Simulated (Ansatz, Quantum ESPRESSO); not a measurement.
# Work functions of clean metal faces in two plane-wave codes, Ir(110) to Pb(111)

Do two independent codes agree on PBE work functions, and is their disagreement small beside the miss against experiment?

**Method.** Quantum ESPRESSO 7.5 (pw.x, pp.x): slabs at the tabulated lattice constant, outer layers relaxed under PBE by Ansatz 0.2.0 (PAW) or by pw.x, 16 to 19 Å of vacuum, cold smearing of 0.02 Ry, SCF threshold 1e-7 Ry, k-spacings of 0.17 to 0.35 Å⁻¹ (2π included); slabs of magnetic metals were started with moments, and † marks those that keep one. The work function is the vacuum level of the electrostatic potential less the Fermi level. GBRV ultrasoft files. The second code, Ansatz 0.2.0, uses PAW datasets and Fermi-Dirac smearing of 0.1 eV on the same atoms and mesh.

The runs side by side:

| face | layers | k mesh | pw.x (eV) | Ansatz (eV) | pw.x − Ansatz (eV) | measured (eV) |
| --- | --- | --- | --- | --- | --- | --- |
| Ir(110) | 7 | 8×10 | 5.00 | 4.99 | +0.01 | 5.42* |
| Ir(111) | 5 | 12×12 | 5.52 | 5.52 | −0.01 | 5.78 |
| Pt(100) | 7 | 10×10 | 5.69 | 5.67 | +0.02 | 5.70* |
| Pt(110) | 7 | 8×10 | 5.27 | 5.26 | +0.01 | 5.53* |
| Pt(111) | 5 | 12×12 | 5.74 | 5.73 | +0.01 | 5.91 |
| Au(100) | 7 | 8×8 | 5.10 | 5.09 | +0.01 | 5.22* |
| Au(110) | 7 | 8×8 | 4.91 | 4.90 | +0.01 | 5.16* |
| Au(111) | 5 | 12×12 | 5.33 | 5.30 | +0.03 | 5.33* |
| Pb(100) | 7 | 8×8 | 3.84 | 3.81 | +0.04 | - |
| Pb(110) | 7 | 6×8 | 3.71 | 3.72 | −0.01 | - |
| Pb(111) | 5 | 12×12 | 3.74 | 3.75 | −0.01 | - |

**Reading.** The codes differ by 0.015 eV on average and by at most 0.04 eV, on Pb(100). pw.x lies above Ansatz on 8 faces and below on 3. Against the 2 measured values on unreconstructed faces pw.x misses by 0.22 eV on average (mean signed −0.22 eV), 28 times the difference between the codes on those faces; so few faces allow no general verdict.

What the numbers leave out: Slabs this thin leave some 0.05 to 0.1 eV open. The two smearings differ.  A star marks a face that reconstructs in reality. Measured values, compiled in “Anisotropic work function of elemental crystals” (2019, arxiv:1902.07811) and “Properties of real metallic surfaces: Effects of density functional semilocality and van der Waals nonlocality” (2017, arxiv:1702.08515), differ between sources by 0.1 eV or more. Of 71 clean slabs run, each face is listed once, in this or a sister table, where both codes converged.
